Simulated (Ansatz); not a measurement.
# BaOsO3 (Pm-3m): the cell at rest

Aim: bring BaOsO3 (Pm-3m) to small forces and stress, as phonons need.

Program: Ansatz 0.2.0. Level of theory: DFT PBEsol, scalar-relativistic, plane waves, PAW; PAW set soft_1. Results are calculated unless marked as measured.

### Step 1. The structure

It takes space group Pm-3m (No. 221, cubic). The conventional cell has a = 4.064 Å, b = 4.064 Å, c = 4.064 Å, α = 90.00°, β = 90.00°, γ = 90.00°. Nearest to Ba lie 12 O at 2.87 Å. Nearest to Os lie 6 O at 2.03 Å. Nearest to O lie 2 Os at 2.03 Å and 4 Ba at 2.87 Å. Farther neighbours and most contacts between anions are not listed.

### Step 2. A coarse first look

A quick single point on a coarse mesh tells whether the cell has a gap and how far it is from rest, which sets the k mesh and smearing that follow.

Input file input.yaml:

```yaml
crystal:
  lattice:
    - [4.06423, 0.0, 0.0]
    - [0.0, 4.06423, 0.0]
    - [0.0, 0.0, 4.06423]
  atoms:
    - { symbol: Ba, position: [0.0, 0.0, 0.0] }
    - { symbol: Os, position: [0.5, 0.5, 0.5], spin: 1.0 }
    - { symbol: O, position: [0.0, 0.5, 0.5] }
    - { symbol: O, position: [0.5, 0.0, 0.5] }
    - { symbol: O, position: [0.5, 0.5, 0.0] }
kpoints:
  mp_grid: { grid: [4, 4, 4] }
hamiltonian:
  xc: pbesol
  pseudopotentials: { kind: paw, azcp: { folder: soft_1 }, xc_functional: pbe }
scf:
  occupations: { method: gaussian, width: 0.1 }
  lower_state_search: "off"
output:
  forces: true
  stress: true
  eigenvalues: true
  populations: true
magnetization:
  spin_polarized: true
```

Launch:

```sh
ansatz run input.yaml --threads 4 --pin off --max-ram 10240MiB --backend cpu --events-out ev --progress --plain --runs-dir out
```

Numbers of over 12 decimals in the logs are rounded to 6 here.

Log:

```text
Engine: ansatz 0.2.0, aarch64-unknown-linux-gnu
Pseudopotentials: kind: paw
Pseudopotential: Ba, paw, valence charge 10, recommended cutoff 420 eV (normal), soft_1/Ba.paw.azcp
Pseudopotential: Os, paw, valence charge 16, recommended cutoff 420 eV (normal), soft_1/Os.paw.azcp
Pseudopotential: O, paw, valence charge 6, recommended cutoff 420 eV (normal), soft_1/O.paw.azcp
[...]
k-point 9 ↓: bands = [... 18 lower, 11.0617, 11.0617, 14.5795, 14.5795, 14.5795, 17.6691, 17.6691, 17.6691, ... 2 higher]
--- Löwdin populations: 5 sites ---
  site symbol       q [e]    m [muB]
     0     Ba      8.2601    -0.0000
     1     Os     14.6917     0.0000
     2      O      6.8700     0.0000
     3      O      6.8700     0.0000
     4      O      6.8700     0.0000
  spilling = 0.009962 (of n_electrons = 44.000000)
[key lines of the parts left out:]
SCF converged after 18 iterations
Magnetization: 0.0000 μB (22.0000 up, 22.0000 down)
Free energy (F): -18798.724829 eV
Fermi energy:    13.687202 eV
P = ⅓ Tr σ = -10.8441 GPa (-108.441 kbar)
```

Elapsed: 2 s, on 4 threads of Arm Neoverse V1, shared host; peak memory 0.4 GiB.

Numbers from this step:

```yaml
pressure: -10.84 GPa
volume_per_atom: 13.43 Å³
gap_on_the_k_mesh: 0 eV
```

The coarse mesh shows no gap and a pressure of -10.8 GPa.

### Step 3. Coarse relaxation

A rough relaxation comes first, because large forces or stress need no tight tolerances yet.

Input file input.yaml:

```yaml
crystal:
  lattice:
    - [4.06423, 0.0, 0.0]
    - [0.0, 4.06423, 0.0]
    - [0.0, 0.0, 4.06423]
  atoms:
    - { symbol: Ba, position: [0.0, 0.0, 0.0] }
    - { symbol: Os, position: [0.5, 0.5, 0.5] }
    - { symbol: O, position: [0.0, 0.5, 0.5] }
    - { symbol: O, position: [0.5, 0.0, 0.5] }
    - { symbol: O, position: [0.5, 0.5, 0.0] }
kpoints:
  mp_grid: { grid: [6, 6, 6] }
hamiltonian:
  xc: pbesol
  pseudopotentials: { kind: paw, azcp: { folder: soft_1 }, xc_functional: pbe }
scf:
  occupations: { method: gaussian, width: 0.1 }
output:
  forces: true
  stress: true
  eigenvalues: true
relax:
  adjacent_minimum: "off"
  f_tol: 0.05
  max_steps: 80
  cell: { stress_tol: 0.5 }
```

Log:

```text
[...]
Crystal: 5 atoms, lattice volume = 67.133 Å³
Basis set: ecut = 420 eV, 1357 PW (Γ), exchange–correlation on 60×60×60 points (8 copies of the dense FFT grid, shifted against one another)
Bands: 27, of which v1, the nominal top of the filled ones, is band 22 counted from 1 (21 counted from 0)
Symmetry: 48 space group operations
[...]
k-points: 20 of 216
[...]
cell:  # Å, volume = 63.3030 Å³
    - [3.985427, 0, 0]
    - [0, 3.985427, 0.0]
    - [0, 0, 3.985427]
  atoms:
    - { symbol: Ba, position: [0, 0, 0] }
    - { symbol: Os, position: [0.500000, 0.500000, 0.500000] }
    - { symbol: O, position: [0, 0.500000, 0.500000] }
    - { symbol: O, position: [0.500000, 0, 0.500000] }
    - { symbol: O, position: [0.500000, 0.500000, 0] }
[key lines of the parts left out:]
SCF converged after 7 iterations
Free energy (F): -18798.839839 eV
Fermi energy:    14.881026 eV
P = ⅓ Tr σ = -0.0238 GPa (-0.238 kbar)
```

Elapsed: 5.4 s, on 4 threads; peak memory 0.46 GiB; 19 s of CPU time.

The steps of the relaxation:

| step | energy less that of the first step (eV) | largest force component (eV/Å) | pressure (GPa) | volume (Å³) |
| --- | --- | --- | --- | --- |
| 1 | 0.0000 | 0.0000 | -10.50 | 67.13 |
| 2 | -0.1312 | 0.0000 | 3.78 | 62.25 |
| 3 | -0.1404 | 0.0000 | -0.39 | 63.47 |
| 4* | -0.1327 | 0.0000 | -0.57 | 63.47 |
| 5 | -0.1335 | 0.0000 | -0.02 | 63.30 |
| 6* | -0.1331 | 0.0000 | -0.02 | 63.30 |

Relaxation steps marked * repeat the geometry before them on a plane-wave basis chosen anew for their cell, so energy and pressure can jump there.

The run keeps the 48 symmetry operations that it works with, so distortions that break them were not tested.

| conventional cell, symmetrised | before | after | change |
| --- | --- | --- | --- |
| a (Å) | 4.064 | 3.985 | -1.9 % |
| b (Å) | 4.064 | 3.985 | -1.9 % |
| c (Å) | 4.064 | 3.985 | -1.9 % |
| volume (Å³/atom) | 13.43 | 12.66 | -5.7 % |

The relaxed structure:

```xyz
5
Lattice="3.9854 0.0000 0.0000 0.0000 3.9854 0.0000 0.0000 0.0000 3.9854" Properties=species:S:1:pos:R:3 pbc="T T T"
Ba    0.0000    0.0000    0.0000
Os    1.9927    1.9927    1.9927
O     0.0000    1.9927    1.9927
O     1.9927    0.0000    1.9927
O     1.9927    1.9927    0.0000
```

This step gave:

```yaml
pressure: -0.02379 GPa
volume_per_atom: 12.66 Å³
```

In this step the volume went from 13.43 to 12.66 Å³/atom.

### Step 4. Relaxation

Harmonic phonons are second derivatives at a point where the forces vanish, and they are wanted at zero stress, so atoms and cell are relaxed first.

input.yaml, as its differences from that of step 3:

```diff
@@ -2,5 +2,5 @@
   lattice:
-    - [4.06423, 0.0, 0.0]
-    - [0.0, 4.06423, 0.0]
-    - [0.0, 0.0, 4.06423]
+    - [3.9854267516, 0.0, 0.0]
+    - [0.0, 3.9854267516, 0.0]
+    - [0.0, 0.0, 3.9854267516]
   atoms:
@@ -12,3 +12,3 @@
 kpoints:
-  mp_grid: { grid: [6, 6, 6] }
+  mp_grid: { grid: [10, 10, 10] }
 hamiltonian:
@@ -22,6 +22,10 @@
   eigenvalues: true
+  write_density: true
+  write_potential: true
+  elf: true
+  volumetric_format: npy
 relax:
   adjacent_minimum: "off"
-  f_tol: 0.05
+  f_tol: 0.005
   max_steps: 80
-  cell: { stress_tol: 0.5 }
+  cell: { stress_tol: 0.05 }
```

Log:

```text
[...]
Crystal: 5 atoms, lattice volume = 63.303 Å³
Basis set: ecut = 420 eV, 1237 PW (Γ), exchange–correlation on 54×54×54 points (8 copies of the dense FFT grid, shifted against one another)
Bands: 27, of which v1, the nominal top of the filled ones, is band 22 counted from 1 (21 counted from 0)
[... 1 set-up line as in the run before ...]
[...]
k-points: 56 of 1000
[...]
SCF iter   1: F=—  HF=-18800.214862 eV  |F-HF|=—  |Δ(HF+E_count)|=         —  Δρ=7.58e-2  dr2=4.77e0  ethr=3.10e-3  ⟨swp⟩=8.4  Hψ=7787  notcnv=0
[...]
SCF iter   8: F=-18798.828166 eV  HF=-18798.828166 eV  |F-HF|=1.80e-9  |Δ(HF+E_count)|=   3.68e-7  Δρ=7.05e-6  dr2=2.83e-8  ethr=2.27e-10  ⟨swp⟩=12.6  Hψ=11695  notcnv=0
SCF 1 converged in 8 iterations: F = -18798.828166 eV  dr2 = 2.83e-8
[...]
relax step   1: F+E_penalty+E_count = -18798.82816560 eV  Δ(F+E_penalty+E_count) = +0.000e0 eV  max|allowed force component| = 9.670e-29 eV/Å  Δτ_max = 0.0000 Å  P = +0.072 GPa  Ω = 63.303 Å³  (8 SCF iters, dr2 threshold 1.00e-7 eV, accepted)
Crystal: 5 atoms, lattice volume = 63.330 Å³
[...]
SCF iter   6: F=-18798.828092 eV  HF=-18798.828092 eV  |F-HF|=0.00e0  |Δ(HF+E_count)|=  7.28e-12  Δρ=5.27e-8  dr2=1.63e-12  ethr=1.00e-12  ⟨swp⟩=4.8  Hψ=6769  notcnv=0
SCF 2 converged in 6 iterations: F = -18798.828092 eV  dr2 = 1.63e-12
relax step   2: F+E_penalty+E_count = -18798.82809240 eV  Δ(F+E_penalty+E_count) = +7.320e-5 eV  max|allowed force component| = 7.085e-30 eV/Å  Δτ_max = 0.0000 Å  P = -0.017 GPa  Ω = 63.330 Å³  energy of the carried Pulay correction = -7.783e-5 eV  (6 SCF iters, accepted)
[...]
SCF iter   8: F=-18798.828173 eV  HF=-18798.828173 eV  |F-HF|=7.28e-12  |Δ(HF+E_count)|=    0.00e0  Δρ=7.69e-9  dr2=1.65e-14  ethr=1.00e-12  ⟨swp⟩=3.0  Hψ=4950  notcnv=0
SCF 3 converged in 8 iterations: F = -18798.828173 eV  dr2 = 1.65e-14
relax step   3: F+E_penalty+E_count = -18798.82817253 eV  Δ(F+E_penalty+E_count) = -8.012e-5 eV  max|allowed force component| = 5.305e-30 eV/Å  Δτ_max = 0.0000 Å  P = -0.016 GPa  Ω = 63.330 Å³  stress off target by 1.57e-2 GPa  SCF on the basis re-selected at this cell (its energy is not comparable with the rows above)  (8 SCF iters)
basis re-selected at this cell: Δ(F+E_penalty+E_count) = -8.012e-5 eV, ΔP = +0.002 GPa vs the last step (what re-selecting the basis moved, of the pressure what is left beyond the Pulay correction that the steps carried, after the strain that the cell walked since its last selection, with what the two solves' SCF thresholds leave and, on support functions, any second-order correction that the steps lacked; it is no m [...]
SCF converged after 8 iterations
Free energy (F): -18798.828173 eV
[...]
Internal energy: -18798.806436 eV  (E = F + TS)
E sigma→0 (E₀):  -18798.817304 eV
Entropy (-TS):   -0.021737 eV (-4.347 meV/atom)
Fermi energy:    14.854500 eV
[...]
--- Stress (GPa, compression-positive) ---
       -0.015691       0.000000       0.000000
        0.000000      -0.015691       0.000000
        0.000000       0.000000      -0.015691
  P = ⅓ Tr σ = -0.0157 GPa (-0.157 kbar)
--- Band table (eV; the first three rows and the last of 56) ---
  k-point 0: bands = [... 18 lower, 11.6405, 11.6405, 11.8298, 11.8298, 11.8298, 15.2750, 15.2750, 17.3082, ... 1 higher]
  k-point 1: bands = [... 18 lower, 11.4391, 11.4391, 11.8404, 12.4122, 12.4122, 15.2759, 15.7722, 17.4924, ... 1 higher]
  k-point 2: bands = [... 18 lower, 11.2707, 11.2707, 11.8684, 13.2419, 13.2419, 15.2782, 16.6441, 17.9785, ... 1 higher]
  k-point 55: bands = [... 18 lower, 11.9680, 11.9680, 15.8987, 15.8987, 15.8987, 18.8429, 18.8429, 18.8429, ... 1 higher]
--- Relaxed structure (2 steps of the walk, 2 accepted, 1 SCFs on fresh bases) ---
[...]
cell:  # Å, volume = 63.3301 Å³
    - [3.985994, 0, 0]
    - [0, 3.985994, 0.0]
    - [0.0, 0.0, 3.985994]
  atoms:
    - { symbol: Ba, position: [0, 0, 0] }
    - { symbol: Os, position: [0.5, 0.5, 0.5] }
    - { symbol: O, position: [0, 0.5, 0.5] }
    - { symbol: O, position: [0.5, 0, 0.5] }
    - { symbol: O, position: [0.5, 0.5, 0] }
```

The job ended after 6.7 s (4 threads; peak memory 0.51 GiB).

Little changed from the start: no atom moved by 0.005 Å and no cell edge by 0.1 %.

Numbers from this step:

| Item | Value |
| --- | --- |
| pressure | -0.01569 GPa |
| volume per atom | 12.67 Å³ |

Valence density in the ac plane at fractional y = 0.500, with atoms of Os and O within 0.2 Å of it. It is the smooth field of the valence electrons, not physical close to the nuclei.

Ten even steps from '_' (0.0 e/Å³) to '@' (8.5 e/Å³), each cell a mean:
```
__________::++##==..________
__________..::--::__________
____________....____________
____________......__________
::..______::--==--..______..
**==..__..==##%%##--..__::==
@@**::....++@@@@%%==....--##
##==..__..++%%@@##--....::++
--::____..--++++==::____..::
__________........__________
______________..____________
____________..::..__________
__________::==**==..________
__________--##@@**::________
```
Columns run along a (4.0 Å), rows up along c (4.0 Å). Atoms in or near the plane, at fractional coordinates: Os at (0.50, 0.50), O at (0.00, 0.50), O at (0.50, 0.00).

Electrostatic potential energy in the ac plane at fractional y = 0.500, with atoms of Os and O within 0.2 Å of it. With pseudopotentials it is smooth inside the atoms' cores, unlike the true potential.

Values in eV, 14 rows by 14 columns, each cell a mean:
```
 16  16  17  17  14  -9 -25 -31 -23  -1  16  17  17  16
 17  17  17  17  15   5 -12 -17  -8  10  16  17  17  17
 17  17  17  16  14  10   5   3   7  12  15  16  17  17
 15  16  16  14  10   1  -9 -13  -7   5  12  15  16  16
 -5   2  12  11   0 -22 -38 -44 -35 -14   5  12  10  -1
-27 -21  -1   6 -14 -44 -58 -62 -56 -35  -7   7  -8 -23
-38 -28 -10   2 -22 -53 -62 -63 -62 -44 -13   3 -17 -31
-30 -23  -4   5 -17 -48 -60 -62 -58 -38  -9   5 -12 -25
-14  -7   9   9  -4 -30 -48 -53 -44 -22   1  10   5  -9
 12  14  15  13   8  -4 -17 -22 -14   0  10  14  15  14
 17  17  17  16  13   9   5   2   6  11  14  16  17  17
 17  17  17  17  15   9  -4 -10  -1  12  16  17  17  17
 16  16  17  17  14  -7 -23 -28 -21   2  16  17  17  16
 16  16  17  17  12 -14 -30 -38 -27  -5  15  17  17  16
```
Columns run along a (4.0 Å; values clipped at the 3rd and 97th percentile), rows up along c (4.0 Å). Atoms in or near the plane, at fractional coordinates: Os at (0.50, 0.50), O at (0.00, 0.50), O at (0.50, 0.00).

ELF in the ac plane at fractional y = 0.500, with atoms of Os and O within 0.2 Å of it. It is the smooth field of the valence electrons, not physical close to the nuclei.

Ten even steps from '0' (0.01) to '9' (0.81), each cell a mean:
```
00048986897200
00025899984100
32112455532112
86312222221247
99623554542389
79833676752598
47842565642596
68833666752598
99733665652489
98422332332258
43112334321124
10014788863100
00038987996200
00149964798300
```
Columns run along a (4.0 Å), rows up along c (4.0 Å). Atoms in or near the plane, at fractional coordinates: Os at (0.50, 0.50), O at (0.00, 0.50), O at (0.50, 0.00).

In this step the volume went from 12.66 to 12.67 Å³/atom.

### Step 5. Tight relaxation

Phonons need a cell at rest on their own settings, so the relaxation is repeated with tight tolerances on forces and stress on the k mesh and occupations of the first response run.

Input file input.yaml:

```yaml
crystal:
  lattice:
    - [3.9859941727, 0.0, 0.0]
    - [0.0, 3.9859941727, 0.0]
    - [0.0, 0.0, 3.9859941727]
  atoms:
    - { symbol: Ba, position: [0.0, 0.0, 0.0] }
    - { symbol: Os, position: [0.5, 0.5, 0.5] }
    - { symbol: O, position: [0.0, 0.5, 0.5] }
    - { symbol: O, position: [0.5, 0.0, 0.5] }
    - { symbol: O, position: [0.5, 0.5, 0.0] }
kpoints:
  mp_grid: { grid: [12, 12, 12] }
hamiltonian:
  xc: pbesol
  pseudopotentials: { kind: paw, azcp: { folder: soft_1 }, xc_functional: pbe }
scf:
  occupations: { method: methfessel_paxton, width: 0.2 }
output:
  forces: true
  stress: true
  eigenvalues: true
relax:
  adjacent_minimum: "off"
  f_tol: 0.001
  max_steps: 60
  cell: { stress_tol: 0.01 }
```

Log:

```text
[...]
Crystal: 5 atoms, lattice volume = 63.330 Å³
Basis set: ecut = 420 eV, 1237 PW (Γ), exchange–correlation on 54×54×54 points (8 copies of the dense FFT grid, shifted against one another)
Bands: 27, of which v1, the nominal top of the filled ones, is band 22 counted from 1 (21 counted from 0)
[... 1 set-up line as in the run before ...]
[...]
k-points: 84 of 1728
[...]
--- Relaxed structure (1 steps of the walk, 1 accepted, 1 SCFs on fresh bases) ---
[...]
cell:  # Å, volume = 63.3301 Å³
    - [3.9859941727, 0.0, 0.0]
    - [0.0, 3.9859941727, 0.0]
    - [0.0, 0.0, 3.9859941727]
  atoms:
    - { symbol: Ba, position: [0.0, 0.0, 0.0] }
    - { symbol: Os, position: [0.5, 0.5, 0.5] }
    - { symbol: O, position: [0.0, 0.5, 0.5] }
    - { symbol: O, position: [0.5, 0.0, 0.5] }
    - { symbol: O, position: [0.5, 0.5, 0.0] }
[key lines of the parts left out:]
SCF converged after 7 iterations
Free energy (F): -18798.818853 eV
Fermi energy:    14.849717 eV
P = ⅓ Tr σ = -0.0053 GPa (-0.053 kbar)
```

The job ended after 6.5 s (4 threads; peak memory 0.53 GiB; 24 s of CPU time).

Little changed from the start: no atom moved by 0.005 Å and no cell edge by 0.1 %.

Numbers from this step:

| Item | Value |
| --- | --- |
| pressure | -0.005292 GPa |

The forces vanish by symmetry and the pressure is -0.005 GPa, within the tolerances set. The cell now holds 12.67 Å³/atom.

### Step 6. Outcome

```yaml
space_group_after_relaxation_within_0p01_a: Pm-3m
lattice_constant_a: 3.986 Å
lattice_constant_b: 3.986 Å
lattice_constant_c: 3.986 Å
volume_per_atom: 12.7 Å³
```

In words: The forces vanish by symmetry and the pressure is -0.005 GPa, within the tolerances set. The cell now holds 12.67 Å³/atom. The relaxation keeps the symmetry of its start, so it says nothing on stability against lower symmetry. Some magnetic starts kept moments in single points, but the one carried on lost them, and the others were not relaxed, so the runs shown are non-magnetic; if the real compound is magnetic, its cell and modes can differ much. Spin-orbit coupling is left out, which can matter for the heavy elements here. The PAW files were made for PBE and serve the other functionals too.

[Logs are printed without paths, hosts, clocks, repeated set-up lines and the standing remarks that a program may print on its own settings, such as how far it seeks lower states.]

[Hosts, paths, dates, database ids (printed as entryN), source tags and the programs' standing remarks are cut or masked in the printed files.]
